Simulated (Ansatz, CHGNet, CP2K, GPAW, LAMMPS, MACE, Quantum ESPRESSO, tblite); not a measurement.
## tblite on liquid Na(Cl,I) at 1300 K (64 atoms): settings against a plane-wave reference

How near does tblite come to plane waves for liquid Na(Cl,I) at 1300 K (64 atoms)?

Calculated with tblite 0.8.0; the method is named at each step.

## Step 1: The starting structure

The cell holds 64 atoms: 32 Na, 17 Cl and 15 I. Cell: a = 13.814 Å, b = 13.814 Å, c = 13.814 Å, α = 90.0°, β = 90.0°, γ = 90.0°. 64 atoms (32 Na, 17 Cl, 15 I) placed at random at 2.04 g/cm³, melted at 1800 K for 10 ps at fixed volume with the Lennard-Jones and Coulomb ion parameters for SPC/E (Joung and Cheatham, J. Phys. Chem. B 112, 9020 (2008)), full charges. Snapshot at the end of a hold of 20 ps at 1300 K and fixed volume.

The yardstick, on the same geometry:

```
method                                           : Kohn-Sham DFT, PBE, SSSP efficiency 1.3.0 pseudopotentials, plane waves (Quantum ESPRESSO 7.5); sssp-pbe-1.3.0-efficiency, cutoffs 45/360 Ry, Γ point
r.m.s. force component                           : 0.246 eV/Å
longest force                                    : 0.756 eV/Å
pressure                                         : -0.909 GPa
gap (highest filled to lowest empty level) : 1.978 eV
time                                             : 3.4 min on 4 MPI ranks of Arm Neoverse V1, shared host
CPU time                                         : 13 min
```

## Step 2: GFN1-xTB

Method: GFN1-xTB tight binding, diagonalisation.

The input, run.py:

```python
import numpy as np
from ase.io import read
from tblite.ase import TBLite

atoms = read("structure.xyz")
atoms.calc = TBLite(method="GFN1-xTB", electronic_temperature=580, accuracy=1.0, max_iterations=250, mixer_damping=0.4, verbosity=1)
energy = atoms.get_potential_energy()
forces = atoms.get_forces()
print(f"energy {energy:.6f} eV")
print("forces (eV/A)")
for i, (a, f) in enumerate(zip(atoms, forces)):
    print(f"{i:4d} {a.symbol:2s} {f[0]:10.5f} {f[1]:10.5f} {f[2]:10.5f}")
stress = -atoms.get_stress(voigt=False) * 160.21766
print("stress (GPa, compression positive)")
for row in stress:
    print(" ".join(f"{x:10.4f}" for x in row))
print("charges (e)")
print(np.array2string(atoms.get_charges(), precision=4, suppress_small=True, max_line_width=110, threshold=100000))
```

The input, structure.xyz:

```xyz
64
Lattice="13.81440 0.00000 0.00000 0.00000 13.81440 0.00000 0.00000 0.00000 13.81440" Properties=species:S:1:pos:R:3 pbc="T T T"
Na 4.13479 2.76026 9.10604
Na 7.12257 10.22183 7.22383
Na 4.02966 4.43774 5.20886
Na 12.96247 9.56233 13.71798
Na 5.30128 10.22003 10.98383
Na 12.00886 8.82602 3.52806
Na 8.45828 3.41133 11.31952
Na 6.61972 3.25219 0.50644
Na 13.13349 13.52361 11.01353
Na 12.62747 5.08052 6.47122
Na 13.57251 3.19734 11.24865
Na 3.08779 9.01721 6.45575
Na 12.36983 0.29715 5.03866
Na 4.41729 13.76342 5.12017
Na 2.57114 7.23875 11.40434
Na 5.23883 6.19811 8.37318
Na 8.98212 6.73659 7.57347
Na 8.96928 5.64083 2.51118
Na 7.46489 2.35978 4.33579
Na 9.04180 11.62509 3.58719
Na 7.27314 7.69324 12.88953
Na 11.34632 6.00512 12.37798
Na 9.47626 11.20693 9.68307
Na 0.81754 1.60744 1.73329
Na 7.87587 1.31389 7.87504
Na 7.17990 8.29693 3.73113
Na 5.13426 10.52422 1.50093
Na 2.96056 6.72430 1.55440
Na 1.36030 11.02237 4.68115
Na 12.24384 8.78402 8.96858
Na 10.72509 0.13939 13.24414
Na 2.62999 12.76202 8.93446
Cl 3.28368 11.83272 6.53103
Cl 1.18804 0.01464 3.99319
Cl 9.66953 7.88250 3.80808
Cl 11.37878 11.65880 11.80150
Cl 6.53048 7.51945 6.34095
Cl 6.53145 11.30294 4.10633
Cl 5.66390 2.15505 6.93828
Cl 8.77242 0.12916 5.48597
Cl 8.78665 5.41193 13.29222
Cl 13.69311 8.40178 11.21854
Cl 6.01161 4.63777 10.40072
Cl 4.09058 8.05614 13.40052
Cl 7.92062 9.01390 10.45557
Cl 9.91832 9.59079 7.53037
Cl 2.94012 8.29113 3.79371
Cl 4.00479 8.85614 9.02191
Cl 12.76409 1.88456 13.78194
I 2.30659 4.90618 7.63107
I 11.55616 12.04326 2.18419
I 9.68873 4.34421 5.34313
I 13.36778 6.79986 1.17298
I 11.40710 5.63655 9.46204
I 7.93762 10.13797 0.36705
I 13.47843 8.38313 5.89336
[... 4 atom lines left out ...]
I 8.79535 1.70442 1.48367
I 0.92253 1.36928 9.17483
I 6.28265 13.02311 9.83143
I 2.45938 3.91970 12.69253
```

Launch:

```bash
$ OMP_NUM_THREADS=1 python run.py > output.txt
```

Output:

```text
------------------------------------------------------------
  cycle        total energy    energy error   density error
------------------------------------------------------------
      1     -143.5604233366  -1.4338243E+02   5.1124810E-01
      2     -144.3945105218  -8.3408719E-01   2.8933627E-01
      3     -144.3012793445   9.3231177E-02   1.6353197E-01
      4     -144.6153400734  -3.1406073E-01   1.5157583E-02
      5     -144.6201245985  -4.7845251E-03   9.9233636E-03
      6     -144.6229825878  -2.8579893E-03   1.9681078E-03
      7     -144.6230065285  -2.3940697E-05   7.0850504E-04
      8     -144.6230151066  -8.5780757E-06   4.3189614E-04
      9     -144.6230188020  -3.6953621E-06   1.5182820E-04
     10     -144.6230192285  -4.2653238E-07   4.1136175E-05
     11     -144.6230192836  -5.5112764E-08   6.6012374E-06
------------------------------------------------------------
 total:                                   2.071 sec
energy -3935.392806 eV
forces (eV/A)
   0 Na   -0.22486   -0.01673    0.28794
   1 Na   -0.02337   -0.02179    0.01149
   2 Na    0.20513   -0.19071   -0.42468
   3 Na    0.07044    0.51850   -0.18752
   4 Na    0.06048    0.07869    0.15660
   5 Na   -0.17469    0.11711   -0.75375
   6 Na    0.01661    0.13732    0.01434
   7 Na   -0.74666    0.29040    0.01806
   8 Na    0.11373   -0.26399    0.36806
   9 Na    0.15727    0.24116    0.21931
  10 Na   -0.17879    0.12231    0.09078
  11 Na   -0.07817   -0.19789    0.02662
  12 Na   -0.09132   -0.12244   -0.35174
  13 Na    0.08694   -0.32373    0.20567
  14 Na   -0.10511   -0.15013   -0.00053
  15 Na   -0.18690    0.21204    0.07202
  16 Na    0.08042    0.11703   -0.10832
  17 Na    0.03523   -0.21110   -0.08382
  18 Na   -0.05916   -0.16148   -0.09514
  19 Na   -0.41077    0.08980   -0.07908
  20 Na   -0.15111   -0.37096   -0.31407
  21 Na    0.20079    0.14957    0.47617
  22 Na   -0.18421    0.05803    0.31200
  23 Na    0.57036   -0.17556   -0.26895
[...]
56 I     0.08263    0.42260   -0.17445
  57 I    -0.10924   -0.22318   -0.15689
  58 I     0.28648    0.18403    0.20778
  59 I    -0.40138    0.16781   -0.23979
  60 I     0.30167   -0.12838   -0.00609
  61 I     0.29998   -0.03176   -0.42252
  62 I     0.03177   -0.19773   -0.43365
  63 I     0.05336    0.32553   -0.00942
stress (GPa, compression positive)
   -1.9480     0.0347    -0.1602
    0.0347    -1.8011    -0.0996
   -0.1602    -0.0996    -1.9360
charges (e)
[ 0.4224  0.5926  0.3933  0.4285  0.4746  0.3838  0.4408  0.3663  0.392   0.3193  0.3411  0.5323  0.5027
  0.5129  0.5058  0.5393  0.4986  0.4304  0.3979  0.4691  0.5072  0.4494  0.5186  0.4548  0.4524  0.5148
  0.4768  0.4245  0.5107  0.4943  0.4157  0.4086 -0.631  -0.6733 -0.6808 -0.6687 -0.6236 -0.6366 -0.6654
 -0.6781 -0.6497 -0.6819 -0.6673 -0.6592 -0.6593 -0.6527 -0.6899 -0.6364 -0.7013 -0.2276 -0.1883 -0.2172
 -0.2132 -0.2103 -0.2165 -0.2032 -0.2284 -0.2451 -0.2    -0.2263 -0.2387 -0.2448 -0.2122 -0.2447]
```

It took 2.7 s on 1 thread of Arm Neoverse V1, shared host; peak memory 0.16 GiB.

Banners, paths, timers and routine set-up lines are dropped from the logs unmarked, and long logs keep their key lines alone; longer cuts are marked.

Compared with the plane-wave run:

- r.m.s. force component: 0.2293 eV/Å
- r.m.s. difference of force components: 120.2 meV/Å
- longest difference of force vectors: 453.7 meV/Å
- force difference over r.m.s. force: 48.85 %
- slope of forces against the reference's: 0.815
- correlation of force components: 0.8745
- pressure: -1.895 GPa
- pressure difference: -0.986 GPa

Length of the force difference by element (eV/Å):

```tsv
element	atoms	mean	most
Cl	17	0.17	0.33
I	15	0.18	0.25
Na	32	0.22	0.45
```

A closer look about I56, which bears the longest force: 9 atoms, nearest first, numbered in the order of the input, with positions taken from that point.

```tsv
atom	x	y	z	distance (Å)	Mulliken charge (e)	Fx	Fy	Fz (eV/Å)
I56	0.00	0.00	0.00	0.00	-0.20	0.52	0.08	0.81
Na6	-1.47	0.44	-2.37	2.82	0.38	-0.17	0.12	-0.75
Na30	-1.23	0.40	3.08	3.34	0.49	-0.04	-0.18	-0.14
Na29	1.70	2.64	-1.21	3.36	0.51	0.01	-0.06	-0.07
Na10	-0.85	-3.30	0.58	3.46	0.32	0.16	0.24	0.22
Na12	3.42	0.63	0.56	3.53	0.53	-0.08	-0.20	0.03
Cl47	3.28	-0.09	-2.10	3.89	-0.69	0.01	0.23	0.03
Cl46	-3.56	1.21	1.64	4.10	-0.65	-0.05	0.03	0.13
Cl35	-3.81	-0.50	-2.09	4.37	-0.68	0.01	0.06	-0.17
```

Atoms are counted from 1 here, from 0 in the log.

Forces lie 49 % from the reference's, at 0.0034 times its CPU time (on 1 against 4 cores).

## Step 3: What came out

```
force difference from the reference : tblite GFN1-xTB, 49 %
its CPU time                        : 2.7 s
```

What this shows: Tight binding differs by 49 % (tblite GFN1-xTB); it is another model, with fitted parameters of its own, and the xTB methods hold dispersion. One electronic-structure run takes under half the reference's CPU time: tblite GFN1-xTB, at 49 % in 2.7 s against 13 min. Periodic xTB results under one method name differ between programs and library versions. The reference's pressure holds the uncorrected Pulay stress of its 45 Ry basis, so small pressure differences, and their order, may be the reference's own error. The frame stands for 1300 K, but pressures are static and levels are smeared at 580 K. The network of bonds at the start is that of the classical potential that made the cell, and needn't be the one that DFT or experiment would give. The ion parameters were fitted for water, not for melts, so the starting structure of this cell may lie well off the real melt's. The electronic-structure runs sample only Γ, in a cell whose shortest periodic width is 14 Å. Spin–orbit coupling is left out, which matters for the levels of the heavy elements.

[Also dropped from logs without a mark: logging warnings of Python, and SIESTA's first energy breakdown and zero terms.]

[Logs are printed without paths, hosts, clocks, repeated set-up lines and the standing remarks that a program may print on its own settings, such as how far it seeks lower states.]

[Hosts, paths, dates, database ids (printed as entryN), source tags and the programs' standing remarks are cut or masked in the printed files.]
